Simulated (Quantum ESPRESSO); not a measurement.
# E(M) of CoO

Wanted: E(M) for CoO from a parallel start.

Program: Quantum ESPRESSO 7.5. Level of theory: LDA; plane waves with GBRV 1.5 LDA potentials, no spin-orbit coupling. Results are calculated unless marked as measured.

Most raw output is cut from this account.

## 1. Set-up

It takes space group Fm-3m (No. 225, cubic). The conventional cell has a = 4.263 Å, b = 4.263 Å, c = 4.263 Å, α = 90.00°, β = 90.00°, γ = 90.00°. Nearest to Co lie 6 O at 2.13 Å. O has 6 Co at 2.13 Å nearest. Farther neighbours and most contacts between anions are not listed.

The cell comes from the Crystallography Open Database.

## 2. No moment imposed

ASE passes magmoms on as starting_magnetization. pw.x reads values of 1 or more as Bohr magnetons; where all are smaller, it reads them as fractions of the valence charge.

Contents of pw.py:

```python
from ase import Atoms
from ase.calculators.espresso import Espresso, EspressoProfile

atoms = Atoms(['Co', 'O'],
    cell=[[0.0, 2.1315, 2.1315],
         [2.1315, 0.0, 2.1315],
         [2.1315, 2.1315, 0.0]],
    scaled_positions=[[0.0, 0.0, 0.0],
         [0.5, 0.5, 0.5]],
    pbc=True,
    magmoms=[3.0, 0.0])
input_data = {
    'control': {'calculation': 'scf', 'prefix': 'pwscf', 'outdir': './tmp', 'disk_io': 'nowf', 'tprnfor': True, 'tstress': True},
    'system': {'ecutwfc': 40.0, 'ecutrho': 280.0, 'nbnd': 20, 'occupations': 'smearing', 'smearing': 'fd', 'degauss': 0.00734986, 'nspin': 2},
    'electrons': {'conv_thr': 4e-09, 'electron_maxstep': 150, 'mixing_beta': 0.3},
}
atoms.calc = Espresso(
    profile=EspressoProfile(command='mpirun -n 2 pw.x -nk 2', pseudo_dir='pseudo'),
    pseudopotentials={'Co': 'co_lda_v1.2.uspp.F.UPF', 'O': 'o_lda_v1.2.uspp.F.UPF'},
    input_data=input_data,
    kpts=(8, 8, 8),
    koffset=(0, 0, 0))
atoms.get_potential_energy()
energy = atoms.calc.results['free_energy']
print(f'free energy: {energy:.6f} eV')
print('site moments (muB):', atoms.get_magnetic_moments().round(3))
```

Command:

```console
$ OMP_NUM_THREADS=1 python3 pw.py > pw.log
```

Run time: 7 s. Hardware: 2 MPI ranks of Arm Neoverse V2, shared host; peak memory 0.23 GiB.

Spin moment in the atom's sphere by atom:

```csv
atom,spin moment in the atom's sphere (μB)
Co1,2.45
O2,0.34
```

Numbers from this step:

```yaml
smearing_term_ts: 0.1153 eV
pressure: -18.32 GPa
magnetization: 2.899 μB
absolute_magnetization: 2.915 μB
final_state: ferromagnetic
```

## 3. Moment fixed at 0 μB

The two spin channels are filled to separate Fermi energies, so that the total moment meets the target. Half of the up one less the down one is the slope dE/dM.

Edit pw.py of step 2 so:

```diff
@@ -10,6 +10,6 @@
     pbc=True,
-    magmoms=[3.0, 0.0])
+    magmoms=[0.15, 0.0])
 input_data = {
     'control': {'calculation': 'scf', 'prefix': 'pwscf', 'outdir': './tmp', 'disk_io': 'nowf', 'tprnfor': True, 'tstress': True},
-    'system': {'ecutwfc': 40.0, 'ecutrho': 280.0, 'nbnd': 20, 'occupations': 'smearing', 'smearing': 'fd', 'degauss': 0.00734986, 'nspin': 2},
+    'system': {'ecutwfc': 40.0, 'ecutrho': 280.0, 'nbnd': 20, 'occupations': 'smearing', 'smearing': 'fd', 'degauss': 0.00734986, 'nspin': 2, 'tot_magnetization': 0.0},
     'electrons': {'conv_thr': 4e-09, 'electron_maxstep': 150, 'mixing_beta': 0.3},
```

Command:

```console
$ OMP_NUM_THREADS=1 python3 pw.py > pw.log
```

Elapsed: 7.5 s, on 2 MPI ranks; peak memory 0.23 GiB; 14 s of CPU time.

Read from the output:

```
magnetization                                 : 0 μB
absolute magnetization                        : 0 μB
half the difference of the two Fermi energies : 0 meV
largest moment                                : 0 μB
```

## 4. Moment fixed at 0.489 μB

Edit pw.py of step 3 so:

```diff
@@ -10,6 +10,6 @@
     pbc=True,
-    magmoms=[0.15, 0.0])
+    magmoms=[0.489, 0.0])
 input_data = {
     'control': {'calculation': 'scf', 'prefix': 'pwscf', 'outdir': './tmp', 'disk_io': 'nowf', 'tprnfor': True, 'tstress': True},
-    'system': {'ecutwfc': 40.0, 'ecutrho': 280.0, 'nbnd': 20, 'occupations': 'smearing', 'smearing': 'fd', 'degauss': 0.00734986, 'nspin': 2, 'tot_magnetization': 0.0},
+    'system': {'ecutwfc': 40.0, 'ecutrho': 280.0, 'nbnd': 20, 'occupations': 'smearing', 'smearing': 'fd', 'degauss': 0.00734986, 'nspin': 2, 'tot_magnetization': 0.489},
     'electrons': {'conv_thr': 4e-09, 'electron_maxstep': 150, 'mixing_beta': 0.3},
```

Command:

```console
$ OMP_NUM_THREADS=1 python3 pw.py > pw.log
```

Run time: 6.8 s. Hardware: 2 MPI ranks; peak memory 0.23 GiB; 13 s of CPU time.

Spin moment in the atom's sphere by atom:

```csv
atom,spin moment in the atom's sphere (μB)
Co1,0.461
O2,0.006
```

Read from the output:

| Item | Value |
| --- | --- |
| magnetization | 0.489 μB |
| absolute magnetization | 0.495 μB |
| half the difference of the two Fermi energies | -97.7 meV |

## 5. Moment fixed at 0.978 μB

Edit pw.py of step 4 so:

```diff
@@ -10,6 +10,6 @@
     pbc=True,
-    magmoms=[0.489, 0.0])
+    magmoms=[0.978, 0.0])
 input_data = {
     'control': {'calculation': 'scf', 'prefix': 'pwscf', 'outdir': './tmp', 'disk_io': 'nowf', 'tprnfor': True, 'tstress': True},
-    'system': {'ecutwfc': 40.0, 'ecutrho': 280.0, 'nbnd': 20, 'occupations': 'smearing', 'smearing': 'fd', 'degauss': 0.00734986, 'nspin': 2, 'tot_magnetization': 0.489},
+    'system': {'ecutwfc': 40.0, 'ecutrho': 280.0, 'nbnd': 21, 'occupations': 'smearing', 'smearing': 'fd', 'degauss': 0.00734986, 'nspin': 2, 'tot_magnetization': 0.978},
     'electrons': {'conv_thr': 4e-09, 'electron_maxstep': 150, 'mixing_beta': 0.3},
```

Command:

```console
$ OMP_NUM_THREADS=1 python3 pw.py > pw.log
```

It took 7.8 s on 2 MPI ranks; peak memory 0.23 GiB; 15 s of CPU time.

This step gave:

| Item | Value |
| --- | --- |
| magnetization | 0.978 μB |
| absolute magnetization | 0.986 μB |
| half the difference of the two Fermi energies | -160.4 meV |
| largest moment | 0.9066 μB |

## 6. The curve

The runs not shown differ in the target, the start and the number of states alone. The point at 2.90 μB is the free run, entered with slope zero.

Energy over the lowest against total spin moment:

```csv
total spin moment (μB a cell),energy over the lowest (meV a cell)
0.00,392
0.49,367
0.98,303
1.47,210
1.96,111
2.45,38.6
2.90,0
2.94,0.493
3.42,809
3.91,2199
```

The dE/dM by total spin moment:

```csv
total spin moment (μB a cell),dE/dM (meV/μB)
0.00,0.00349
0.49,-97.7
0.98,-160
1.47,-215
1.96,-173
2.45,-127
2.90,0
2.94,29.0
3.42,2499
3.91,3143
```

Table of largest site moment by total spin moment:

```csv
total spin moment (μB a cell),largest site moment (μB)
0.00,5.5e-6
0.49,0.461
0.98,0.907
1.47,1.34
1.96,1.75
2.45,2.13
2.90,2.45
2.94,2.48
3.42,2.68
3.91,2.87
```

## 7. Summary of results

| Item | Value |
| --- | --- |
| moment of the free run | 2.90 μB a cell |
| energy at zero total moment | 392 meV a cell over the lowest |
| ΔE/ΔM² from the lowest point to 3.42 and to 2.45 μB | 2923 and 188 meV/μB² |

At zero total moment the site moments vanish, so the 392 meV a cell is the energy of forming them. The points show one minimum alone. The cell holds one seeded atom, so opposed orders, which may lie lower, cannot form in it. Energies are free energies at an electronic temperature of 1160 K, which lowers moments and differences where the moments are itinerant. No Hubbard term acts here. In such compounds local and semilocal functionals without one often delocalise the d electrons, and can shrink or lose moments and miss the size, sign and order of the couplings. The smearing term is large for its width, so states at the Fermi level are partly filled: at this level the cell is a metal or has a gap of a few widths at most.

[Logs and program files are shortened in this print: banners, set-up blocks, solver, clock and traceback lines can be left out without a mark of their own.]

[Logs are printed without paths, hosts, clocks, repeated set-up lines and the standing remarks that a program may print on its own settings, such as how far it seeks lower states.]

[Hosts, paths, dates, database ids (printed as entryN), source tags and the programs' standing remarks are cut or masked in the printed files.]

[Where a cell is said to come from a database of computed structures, the database is the Materials Project.]
